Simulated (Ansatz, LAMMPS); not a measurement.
# Squeezing and shearing glassy 79SiO2-12Al2O3-4SrO-4ZnO (mol %) (76 atoms), part 2 of 4

How stiff is glassy 79SiO2-12Al2O3-4SrO-4ZnO (mol %) (76 atoms), and how do its levels respond to strain?

Ansatz 0.2.0; Kohn-Sham DFT, PBE, PAW (set soft_2), plane waves.

The cell: 19 Si, 6 Al, 1 Sr, 1 Zn and 49 O. The quench rate of 10 K/ps is many orders above laboratory rates. The starting topology of bonds comes from the classical model. Only the Γ point is sampled.

So far. Step 2 (Single point at the start): The r.m.s. force at the start is 1.5 eV/Å. Step 3 (Cell and atoms relaxed): The relaxation converged after 16 steps, with a largest force component of 0.036 eV/Å.

## (4) Single point at the relaxed geometry

One more single point at the end of the walk gives the fuller output and checks the residual forces.

Contents of input.yaml:

```yaml
crystal:
  lattice:
    - [10.02776, 0.19083, 0.00167]
    - [0.19083, 9.83289, -0.2574]
    - [0.00167, -0.2574, 10.20503]
  atoms:
    - { symbol: Si, position: [0.7447, 0.74665, 0.30999] }
    - { symbol: Si, position: [0.03989, 0.93708, 0.98992] }
    - { symbol: Si, position: [0.22232, 0.35967, 0.48504] }
    - { symbol: Si, position: [0.62141, 0.38255, 0.2203] }
    - { symbol: Si, position: [0.74879, 0.18833, 0.70608] }
    - { symbol: Si, position: [0.38439, 0.25742, 0.06434] }
    [... 64 atom lines left out ...]
    - { symbol: O, position: [0.4954, 0.08128, 0.68308] }
    - { symbol: O, position: [0.40349, 0.72511, 0.74179] }
    - { symbol: O, position: [0.14214, 0.47226, 0.58643] }
    - { symbol: O, position: [0.1772, 0.56161, 0.85151] }
    - { symbol: O, position: [0.29769, 0.98301, 0.55403] }
    - { symbol: O, position: [0.14522, 0.29347, 0.82769] }
kpoints:
  mp_grid: { grid: [1, 1, 1] }
hamiltonian:
  xc: pbe
scf:
  occupations: { method: fixed }
output:
  forces: true
  stress: true
  populations: true
  dos:
    method: { smearing: { sigma: 0.08 } }
    de: 0.1
    projected: { site_lists: { Al: [Al], O: [O], Si: [Si], Sr: [Sr], Zn: [Zn] } }
  eigenvalues: true
  write_density: true
  write_potential: true
  volumetric_format: npy
  elf: true
```

The run is started by

```sh
ansatz run input.yaml --threads 4 --pin off --max-ram 8192MiB --backend cpu --events-out ev --progress --plain --runs-dir out
```

Numbers of over 12 decimals in the logs are rounded to 6 here.

The program printed:

```text
[...]
Crystal: 76 atoms, lattice volume = 1005.199 Å³
Basis set: ecut = 420 eV, 19615 PW (Γ), exchange–correlation on 144×144×144 points (8 copies of the dense FFT grid, shifted against one another)
Bands: 281, of which v1, the nominal top of the filled ones, is band 205 counted from 1 (204 counted from 0)
Symmetry: 1 space group operations
[...]
k-points: 1
[...]
SCF iter   1: F=—  HF=-50057.662085 eV  |F-HF|=—  |Δ(HF+E_count)|=         —  Δρ=1.91e-3  dr2=4.78e-2  ethr=1.77e-3  ⟨swp⟩=4.0  Hψ=1118  notcnv=0  defer=74
[...]
SCF iter   9: F=-50057.670868 eV  HF=-50057.670868 eV  |F-HF|=3.01e-9  |Δ(HF+E_count)|=   1.99e-8  Δρ=1.44e-6  dr2=2.22e-8  ethr=2.44e-11  ⟨swp⟩=26.0  Hψ=2871  notcnv=0
SCF 1 converged in 9 iterations: F = -50057.670868 eV  dr2 = 2.22e-8
[...]
SCF converged after 9 iterations
Free energy (F): -50057.670868 eV
[...]
Internal energy: -50057.670868 eV  (E = F + TS)
E sigma→0 (E₀):  -50057.670868 eV
Fermi energy:    3.355743 eV
[...]
--- Forces (eV/Å), atoms counted from 1 ---
  atom   1  Si    -0.00663555    -0.01075026    -0.01053887
  atom   2  Si     0.00101368     0.00143817    -0.00917128
  atom   3  Si     0.02062653     0.01425022    -0.00182647
  atom   4  Si    -0.00456937    -0.00568352    -0.02437705
  atom   5  Si     0.01984837    -0.00268951     0.01162560
  atom   6  Si    -0.01560271    -0.01231787    -0.00528322
  atom   7  Si    -0.00354112    -0.00379886    -0.01422359
  atom   8  Si     0.01001082    -0.00723365     0.01353960
  atom   9  Si    -0.01258996    -0.00210359    -0.00825652
  atom  10  Si    -0.00276360     0.01953016    -0.00397285
  atom  11  Si    -0.01314642     0.00079770     0.02053407
  atom  12  Si     0.01477027    -0.00946794     0.03150556
  atom  13  Si     0.00535306    -0.01170751    -0.00744412
  atom  14  Si     0.02237587     0.00087900    -0.01095356
[...]
atom  75  O      0.00955875     0.01905766    -0.00588204
  atom  76  O     -0.00007641     0.01093382    -0.00589616
  max |Σ_I F_I| component: 7.75e-6 eV/Å
--- Stress (GPa, compression-positive) ---
        0.015747      -0.012653       0.002525
       -0.012657      -0.002995       0.012350
        0.002529       0.012348       0.022196
  P = ⅓ Tr σ = 0.0116 GPa (0.116 kbar)
--- Band table (eV) ---
[...]
--- Löwdin populations: 76 sites ---
  site symbol       q [e]
     0     Si      2.2709
     1     Si      2.2235
     2     Si      2.3286
[...]
75      O      6.7947
  spilling = 0.012292 (of n_electrons = 410.000000)
```

Elapsed: 12 s, on 4 threads of Intel Xeon Platinum 8259CL at 2.50GHz (Skylake/Cascade Lake), shared host; peak memory 1.3 GiB; 41 s of CPU time.

Numbers from this run:

- free energy: -50057.6709 eV
- free energy per atom: -658.6536 eV/atom
- SCF cycles: 9
- pressure: 0.01165 GPa
- r.m.s. force component: 0.01134 eV/Å
- longest force: 0.04578 eV/Å
- Fermi energy: 3.356 eV
- gap (highest filled to lowest empty level): 3.859 eV
- spilling of the projection: 0.01229

Löwdin charges by element and coordination (they lack the spilled electrons, 0.066 e an atom on average):

| element | coordination | atoms | mean charge (e) | spread | least | most |
| --- | --- | --- | --- | --- | --- | --- |
| Al | all | 6 | 1.36 | 0.0273 | 1.32 | 1.40 |
| O | all | 49 | -0.812 | 0.0513 | -0.973 | -0.737 |
| O | 2 | 36 | -0.796 | 0.0302 | -0.864 | -0.750 |
| O | 3 | 13 | -0.855 | 0.0698 | -0.973 | -0.737 |
| Si | all | 19 | 1.75 | 0.0252 | 1.67 | 1.78 |
| Sr | all | 1 | 1.86 | 0 | 1.86 | 1.86 |
| Zn | all | 1 | 1.50 | 0 | 1.50 | 1.50 |

Density of states as counts of states in windows of 1 eV (from the Fermi level), total and the larger projections:

```
from (eV)  to (eV)  total   O p  Si p   O s
      -18      -17   31.1   0.3   3.7  24.0
      -17      -16   11.6   0.1   1.1   9.2
      -16      -15    0.0   0.0   0.0   0.0
      -15      -14    6.0   0.1   0.0   0.3
      -14      -11    0.0   0.0   0.0   0.0
      -11      -10    0.5   0.3   0.0   0.0
      -10       -9    6.1   4.0   0.3   0.2
       -9       -8   11.1   7.5   0.7   0.5
       -8       -7   12.6   8.8   1.2   0.5
       -7       -6   22.5  16.5   3.3   0.4
       -6       -5   33.4  21.7   3.7   0.5
       -5       -4   32.5  24.2   3.0   1.0
       -4       -3   45.3  38.6   2.5   1.3
       -3       -2   53.9  49.2   1.5   0.8
       -2       -1   55.8  52.6   0.9   0.5
       -1        0   29.3  28.2   0.3   0.2
        0        1    1.1   1.1   0.0   0.0
        1        3    0.0   0.0   0.0   0.0
        3        4    2.0   0.1   0.0   0.5
        4        5    2.0   0.3   0.2   0.3
```

The curve was stored every 0.10 eV, coarse against its broadening of 0.08 eV, so these counts are rough.

With fixed occupations the program's Fermi level is the highest filled level; weight inside the gap is the broadening of levels at its edges.

Between -26 and -18 eV lie 55 more states.

The levels nearest the highest filled one (over half full), pooled over k-points and spins:

```csv
level less the highest filled one (eV),occupation
-0.511,2
-0.458,2
-0.392,2
-0.316,2
-0.236,2
0,2
3.86,0
4.88,0
5.75,0
6.04,0
6.13,0
6.38,0
```

Electrostatic potential energy in the ac plane at fractional y = 0.367, with atoms of Si and Al and Zn and O within 0.2 Å of it. With pseudopotentials it is smooth inside the atoms' cores, unlike the true potential.

Ten even steps from '_' (-39 eV) to '@' (11 eV), each cell a mean:
```
@@@@@@@@@@@@%%**::::**@@@@@@@@@@@@@@@@@@@@@@@@@@@@@@@@@@
@@@@@@@@%%%%**++++##%%@@@@@@@@@@@@@@@@@@@@@@@@@@@@@@@@@@
%%@@@@%%%%**::__..++%%@@@@@@@@@@@@@@@@@@@@@@@@@@@@@@@@@@
@@@@@@##**++..____++##%%@@@@@@@@@@@@@@@@@@@@@@@@@@@@@@@@
@@@@@@%%####==--==**==--##@@@@@@@@@@@@@@@@@@@@@@@@@@@@@@
%%@@@@@@@@%%%%##%%**....==%%@@@@@@@@@@@@@@@@@@@@@@@@@@%%
**%%%%@@@@@@@@@@@@%%**==****####%%@@@@@@@@@@@@@@@@%%##**
::==%%@@@@@@@@@@@@@@%%##++**++++####**##@@@@@@@@%%##==::
__::**@@@@@@@@@@@@@@%%****####++****++##@@@@@@@@%%++::__
..--##%%%%%%%%%%%%@@%%**++****++##%%%%@@@@@@@@@@%%**::..
++##%%%%##==::==##%%####******##%%@@@@@@@@@@@@@@%%%%**==
%%%%%%%%==______==##**%%%%%%%%%%@@@@@@%%%%@@@@@@@@@@%%%%
@@@@@@##--______--%%@@@@@@@@@@@@@@@@@@%%%%@@@@@@@@@@@@@@
@@@@@@%%**::..--**%%@@@@@@@@@@@@@@%%**++##@@@@@@@@@@@@@@
@@@@@@@@%%##**##%%@@@@@@@@@@@@@@@@**..__::%%@@@@@@@@@@@@
@@@@@@@@@@@@%%##@@@@@@@@@@@@@@@@@@++____--%%@@@@@@@@@@@@
@@@@@@@@@@@@@@@@@@@@@@@@@@@@@@%%**++====##@@@@@@@@@@%%%%
%%@@@@@@@@@@@@@@@@@@@@@@@@@@%%**..____==%%@@@@%%%%##++==
%%@@@@@@@@@@@@@@@@@@@@@@@@%%##==______::##%%%%##**++====
%%@@@@@@@@@@@@@@@@@@@@@@@@%%##**..____==++**##**----++##
@@@@@@@@@@@@@@@@@@@@%%%%@@%%%%%%**++**++....++**====++##
@@@@@@@@@@@@@@@@%%%%%%%%%%@@@@@@%%%%%%**--::**%%######%%
@@@@@@@@@@@@@@##==--**%%%%@@@@@@@@@@@@@@%%%%@@@@%%%%%%@@
@@@@@@@@@@@@@@++____--%%%%@@@@@@@@@@@@@@@@@@@@@@@@@@@@@@
```
Columns run along a (10.0 Å; values clipped at the 3rd and 97th percentile), rows up along c (10.2 Å). Atoms in or near the plane, at fractional coordinates: Si at (0.22, 0.49), Si at (0.62, 0.22), Al at (0.48, 0.63), Zn at (0.99, 0.63), O at (0.68, 0.37).

Valence density in the ac plane at fractional y = 0.367, with atoms of Si and Al and Zn and O within 0.2 Å of it. It is the smooth field of the valence electrons, not physical close to the nuclei.

Values in units of 1e0 e/Å³, 13 rows by 16 columns, each cell a mean:
```
0.1 0.1 0.1 0.3 1.4 1.8 0.4 0.0 0.0 0.0 0.0 0.0 0.0 0.0 0.1 0.1
0.1 0.3 0.7 0.5 0.3 0.4 0.3 0.1 0.0 0.0 0.0 0.0 0.0 0.0 0.0 0.1
0.1 0.3 0.8 0.5 0.3 1.4 2.7 0.7 0.1 0.0 0.0 0.0 0.0 0.1 0.1 0.1
0.3 0.1 0.1 0.1 0.1 0.9 2.1 0.7 0.1 0.2 0.5 0.2 0.1 0.1 0.2 0.4
7.7 0.4 0.2 0.1 0.1 0.2 0.3 0.1 0.1 0.6 1.6 0.6 0.1 0.1 0.4 9.8
1.8 0.3 0.4 0.3 0.3 0.7 0.7 0.2 0.1 0.2 0.3 0.2 0.1 0.1 0.2 2.1
0.1 0.2 0.3 0.2 0.4 0.9 0.7 0.2 0.1 0.1 0.2 0.2 0.1 0.0 0.0 0.1
0.0 0.1 0.2 0.5 0.5 0.2 0.1 0.0 0.0 0.3 2.5 2.5 0.3 0.0 0.0 0.0
0.1 0.0 0.1 0.6 0.8 0.2 0.0 0.0 0.1 0.5 3.4 3.4 0.4 0.1 0.1 0.2
0.5 0.1 0.0 0.1 0.2 0.1 0.1 0.2 0.3 0.3 0.5 0.5 0.2 0.2 0.8 1.7
0.3 0.0 0.0 0.0 0.0 0.0 0.1 0.6 0.8 0.4 0.4 1.2 1.0 0.4 0.6 1.0
0.1 0.0 0.0 0.0 0.2 0.4 0.2 0.3 0.3 0.2 0.4 2.5 2.5 0.5 0.2 0.3
0.2 0.0 0.0 0.2 2.3 3.6 0.7 0.1 0.0 0.0 0.1 0.3 0.3 0.1 0.2 0.4
```
Columns run along a (10.0 Å), rows up along c (10.2 Å). Atoms in or near the plane, at fractional coordinates: Si at (0.22, 0.49), Si at (0.62, 0.22), Al at (0.48, 0.63), Zn at (0.99, 0.63), O at (0.68, 0.37).

Between filled and empty levels lie 3.86 eV (at Γ alone); a semilocal functional tends to put such gaps too low. In a disordered cell it changes from sample to sample, and tail or defect levels can set it. Mean Löwdin charges: Al +1.36, O -0.81, Si +1.75, Sr +1.86, Zn +1.50 e (they miss 1.2 % of the electrons, so they add up to more than the cell's charge).

## (5) Volume -3 %

The relaxed cell is scaled evenly and the atoms are relaxed again; the stress at the end gives one point of P(V).

input.yaml, the sections that differ from step 4:

```yaml
crystal:
  lattice:
    - [9.92646, 0.1889, 0.00165]
    - [0.1889, 9.73356, -0.2548]
    - [0.00165, -0.2548, 10.10194]
  atoms:
    [... the 76 atom lines of step 4 ...]
output:
  forces: true
  eigenvalues: true
  stress: true
relax:
  f_tol: 0.05
  max_steps: 70
# kpoints, hamiltonian, scf: as in step 4
```

The program printed:

```text
Warning: output.stress: scf.convergence.dr2_threshold = 1e-7 eV (the SCF's general default) is looser than the 7.6e-9 eV advised for a printed stress (1e-10 eV for each atom of the cell: 76). What an SCF threshold leaves in a stress goes as its square root, and in the free energy as the threshold itself, and one threshold admits the most on a small cell: [...]
[...]
Crystal: 76 atoms, lattice volume = 975.042 Å³
Basis set: ecut = 420 eV, 19077 PW (Γ), exchange–correlation on 144×144×144 points (8 copies of the dense FFT grid, shifted against one another)
Bands: 281, of which v1, the nominal top of the filled ones, is band 205 counted from 1 (204 counted from 0)
Symmetry: 1 space group operations
[...]
k-points: 1
[...]
SCF iter   1: F=—  HF=-50057.175775 eV  |F-HF|=—  |Δ(HF+E_count)|=         —  Δρ=1.95e-3  dr2=4.70e-2  ethr=1.77e-3  ⟨swp⟩=5.0  Hψ=1111  notcnv=0  defer=74
[...]
SCF iter   5: F=-50057.185100 eV  HF=-50057.185120 eV  |F-HF|=1.97e-5  |Δ(HF+E_count)|=   4.63e-5  Δρ=7.15e-5  dr2=4.20e-5  ethr=4.60e-8  ⟨swp⟩=2.0  Hψ=368  notcnv=0  defer=74
SCF iter   6: F=-50057.185118 eV  HF=-50057.185121 eV  |F-HF|=2.83e-6  |Δ(HF+E_count)|=   1.03e-6  Δρ=2.72e-5  dr2=5.94e-6  ethr=1.02e-8  ⟨swp⟩=18.0  Hψ=2007  notcnv=0
SCF 1 converged in 6 iterations: F = -50057.185118 eV  dr2 = 5.94e-6
[...]
relax step   1: F+E_penalty+E_count = -50057.18511786 eV  Δ(F+E_penalty+E_count) = +0.000e0 eV  max|allowed force component| = 4.755e-1 eV/Å  Δτ_max = 0.0000 Å  (6 SCF iters, dr2 threshold 6.25e-5 eV, accepted)
[...]
relax step   2: F+E_penalty+E_count = -50057.34135836 eV  Δ(F+E_penalty+E_count) = -1.562e-1 eV  max|allowed force component| = 3.360e-1 eV/Å  Δτ_max = 0.0371 Å  (6 SCF iters, dr2 threshold 1.41e-5 eV, accepted)
[...]
relax step   3: F+E_penalty+E_count = -50057.46605218 eV  Δ(F+E_penalty+E_count) = -1.247e-1 eV  max|allowed force component| = 2.207e-1 eV/Å  Δτ_max = 0.0518 Å  (7 SCF iters, dr2 threshold 7.06e-6 eV, accepted)
relax step   4: F+E_penalty+E_count = -50057.46712703 eV  Δ(F+E_penalty+E_count) = -1.075e-3 eV  max|allowed force component| = 5.394e-1 eV/Å  Δτ_max = 0.0896 Å  (6 SCF iters, dr2 threshold 2.10e-5 eV, accepted)
relax step   5: F+E_penalty+E_count = -50057.50415382 eV  Δ(F+E_penalty+E_count) = -3.703e-2 eV  max|allowed force component| = 1.170e-1 eV/Å  Δτ_max = 0.0527 Å  (5 SCF iters, dr2 threshold 1.00e-4 eV, accepted)
relax step   6: F+E_penalty+E_count = -50057.50895839 eV  Δ(F+E_penalty+E_count) = -4.805e-3 eV  max|allowed force component| = 6.340e-2 eV/Å  Δτ_max = 0.0194 Å  (8 SCF iters, accepted)
relax step   7: F+E_penalty+E_count = -50057.51104299 eV  Δ(F+E_penalty+E_count) = -2.085e-3 eV  max|allowed force component| = 7.423e-2 eV/Å  Δτ_max = 0.0225 Å  (7 SCF iters, accepted)
[...]
relax step   8: F+E_penalty+E_count = -50057.51344520 eV  Δ(F+E_penalty+E_count) = -2.402e-3 eV  max|allowed force component| = 4.065e-2 eV/Å  Δτ_max = 0.0160 Å  (7 SCF iters, accepted)
SCF converged after 7 iterations
Free energy (F): -50057.513445 eV
[...]
Internal energy: -50057.513445 eV  (E = F + TS)
E sigma→0 (E₀):  -50057.513445 eV
Fermi energy:    3.531633 eV
[...]
Σ components = -50057.513445   (vs F -50057.513445, Δ=0.00e0)
--- Forces (eV/Å), atoms counted from 1 ---
  atom   1  Si    -0.00276463     0.00900133    -0.00783936
  atom   2  Si    -0.00869846    -0.01150122    -0.03326901
  atom   3  Si    -0.01131308     0.00567673     0.01254059
  atom   4  Si    -0.00151568    -0.00137272    -0.00639782
[...]
atom  76  O     -0.00828807     0.00629179    -0.01795738
  max |Σ_I F_I| component: 7.40e-5 eV/Å
--- Stress (GPa, compression-positive) ---
        2.197673       0.183513      -0.108286
        0.183510       1.520699      -0.077778
       -0.108283      -0.077780       2.009891
  P = ⅓ Tr σ = 1.9094 GPa (19.094 kbar)
--- Band table (eV) ---
[...]
--- Relaxed structure (8 steps of the walk, 8 accepted, 0 SCFs on fresh bases) ---
  F+E_penalty+E_count = -50057.51344520 eV   max|allowed force component| = 4.065e-2 eV/Å
  atoms:
    - { symbol: Si, position: [0.742322, 0.745146, 0.309622] }
    - { symbol: Si, position: [0.038644, 0.935273, 0.987735] }
    - { symbol: Si, position: [0.223624, 0.363875, 0.482156] }
    - { symbol: Si, position: [0.620448, 0.379569, 0.222122] }
[...]
- { symbol: O, position: [0.150039, 0.292365, 0.826542] }
```

The job ended after 65 s (4 threads; peak memory 1.3 GiB).

The program notes that the SCF threshold is loose for the stress.

The relaxation converged after 8 steps, 0.328 eV below its start, with a largest force component of 0.041 eV/Å.

Volume -3 %: the energy stands 0.157 eV above that of the reference, at a pressure of 1.91 GPa.

## (6) Volume +3 %

The relaxed cell is scaled to another volume.

input.yaml, the sections that differ from step 5:

```yaml
crystal:
  lattice:
    - [10.12705, 0.19272, 0.00169]
    - [0.19272, 9.93025, -0.25995]
    - [0.00169, -0.25995, 10.30608]
  atoms:
    [... the 76 atom lines of step 4 ...]
# kpoints, hamiltonian, scf, output, relax: as in step 5
```

The program printed:

```text
[...]
Crystal: 76 atoms, lattice volume = 1035.355 Å³
Basis set: ecut = 420 eV, 20227 PW (Γ), exchange–correlation on 144×144×144 points (8 copies of the dense FFT grid, shifted against one another)
Bands: 281, of which v1, the nominal top of the filled ones, is band 205 counted from 1 (204 counted from 0)
Symmetry: 1 space group operations
[...]
k-points: 1
[...]
SCF iter   1: F=—  HF=-50057.220959 eV  |F-HF|=—  |Δ(HF+E_count)|=         —  Δρ=1.90e-3  dr2=4.97e-2  ethr=1.77e-3  ⟨swp⟩=5.0  Hψ=1105  notcnv=0  defer=74
[...]
SCF iter   5: F=-50057.230646 eV  HF=-50057.230663 eV  |F-HF|=1.63e-5  |Δ(HF+E_count)|=   3.00e-5  Δρ=7.16e-5  dr2=4.89e-5  ethr=5.83e-8  ⟨swp⟩=2.0  Hψ=368  notcnv=0  defer=74
SCF iter   6: F=-50057.230662 eV  HF=-50057.230668 eV  |F-HF|=5.95e-6  |Δ(HF+E_count)|=   5.11e-6  Δρ=3.37e-5  dr2=1.00e-5  ethr=1.19e-8  ⟨swp⟩=19.0  Hψ=1990  notcnv=0
SCF 1 converged in 6 iterations: F = -50057.230662 eV  dr2 = 1.00e-5
[...]
relax step   1: F+E_penalty+E_count = -50057.23066166 eV  Δ(F+E_penalty+E_count) = +0.000e0 eV  max|allowed force component| = 4.222e-1 eV/Å  Δτ_max = 0.0000 Å  (6 SCF iters, dr2 threshold 6.25e-5 eV, accepted)
[...]
relax step   2: F+E_penalty+E_count = -50057.37310525 eV  Δ(F+E_penalty+E_count) = -1.424e-1 eV  max|allowed force component| = 2.929e-1 eV/Å  Δτ_max = 0.0257 Å  (6 SCF iters, dr2 threshold 1.11e-5 eV, accepted)
[...]
relax step   3: F+E_penalty+E_count = -50057.47825273 eV  Δ(F+E_penalty+E_count) = -1.051e-1 eV  max|allowed force component| = 2.194e-1 eV/Å  Δτ_max = 0.0495 Å  (7 SCF iters, dr2 threshold 5.36e-6 eV, accepted)
relax step   4: F+E_penalty+E_count = -50057.49051451 eV  Δ(F+E_penalty+E_count) = -1.226e-2 eV  max|allowed force component| = 1.527e-1 eV/Å  Δτ_max = 0.0199 Å  (4 SCF iters, dr2 threshold 2.32e-5 eV, accepted)
relax step   5: F+E_penalty+E_count = -50057.50835591 eV  Δ(F+E_penalty+E_count) = -1.784e-2 eV  max|allowed force component| = 8.367e-2 eV/Å  Δτ_max = 0.0347 Å  (6 SCF iters, dr2 threshold 1.13e-5 eV, accepted)
relax step   6: F+E_penalty+E_count = -50057.51248522 eV  Δ(F+E_penalty+E_count) = -4.129e-3 eV  max|allowed force component| = 6.689e-2 eV/Å  Δτ_max = 0.0164 Å  (7 SCF iters, accepted)
relax step   7: F+E_penalty+E_count = -50057.51649590 eV  Δ(F+E_penalty+E_count) = -4.011e-3 eV  max|allowed force component| = 1.800e-1 eV/Å  Δτ_max = 0.0695 Å  (9 SCF iters, accepted)
relax step   8: F+E_penalty+E_count = -50057.52219080 eV  Δ(F+E_penalty+E_count) = -5.695e-3 eV  max|allowed force component| = 5.570e-2 eV/Å  Δτ_max = 0.0217 Å  (5 SCF iters, dr2 threshold 2.07e-5 eV, accepted)
relax step   9: F+E_penalty+E_count = -50057.52493889 eV  Δ(F+E_penalty+E_count) = -2.748e-3 eV  max|allowed force component| = 7.776e-2 eV/Å  Δτ_max = 0.0378 Å  (8 SCF iters, accepted)
[...]
relax step  10: F+E_penalty+E_count = -50057.52710231 eV  Δ(F+E_penalty+E_count) = -2.163e-3 eV  max|allowed force component| = 3.158e-2 eV/Å  Δτ_max = 0.0237 Å  (8 SCF iters, accepted)
SCF converged after 8 iterations
Free energy (F): -50057.527102 eV
[...]
Internal energy: -50057.527102 eV  (E = F + TS)
E sigma→0 (E₀):  -50057.527102 eV
Fermi energy:    3.218995 eV
[...]
Σ components = -50057.527102   (vs F -50057.527102, Δ=0.00e0)
--- Forces (eV/Å), atoms counted from 1 ---
  atom   1  Si    -0.00670497     0.00986232     0.01882436
  atom   2  Si    -0.01624312    -0.01175096    -0.00442115
  atom   3  Si    -0.02444553    -0.00032440     0.01105870
  atom   4  Si     0.00054555    -0.00702710    -0.00403193
[...]
atom  76  O     -0.01985902    -0.00934541     0.00977586
  max |Σ_I F_I| component: 9.71e-5 eV/Å
--- Stress (GPa, compression-positive) ---
       -1.818181      -0.256935       0.052338
       -0.256939      -1.254060       0.090532
        0.052340       0.090532      -1.556049
  P = ⅓ Tr σ = -1.5428 GPa (-15.428 kbar)
--- Band table (eV) ---
[...]
--- Relaxed structure (10 steps of the walk, 10 accepted, 0 SCFs on fresh bases) ---
  F+E_penalty+E_count = -50057.52710231 eV   max|allowed force component| = 3.158e-2 eV/Å
  atoms:
    - { symbol: Si, position: [0.746653, 0.747718, 0.310379] }
    - { symbol: Si, position: [0.040577, 0.938586, 0.992349] }
    - { symbol: Si, position: [0.221154, 0.354765, 0.488832] }
    - { symbol: Si, position: [0.622012, 0.384531, 0.217592] }
[...]
- { symbol: O, position: [0.141464, 0.295711, 0.830384] }
```

Run time: 82 s. Hardware: 4 threads; peak memory 1.3 GiB.

The relaxation converged after 10 steps, 0.296 eV below its start, with a largest force component of 0.032 eV/Å.

Volume +3 %: the energy stands 0.144 eV above that of the reference, at a pressure of -1.54 GPa.

(Part 2 of 4 ends here.)

[Logs are printed without paths, hosts, clocks, repeated set-up lines and the standing remarks that a program may print on its own settings, such as how far it seeks lower states.]

[Hosts, paths, dates, database ids (printed as entryN), source tags and the programs' standing remarks are cut or masked in the printed files.]
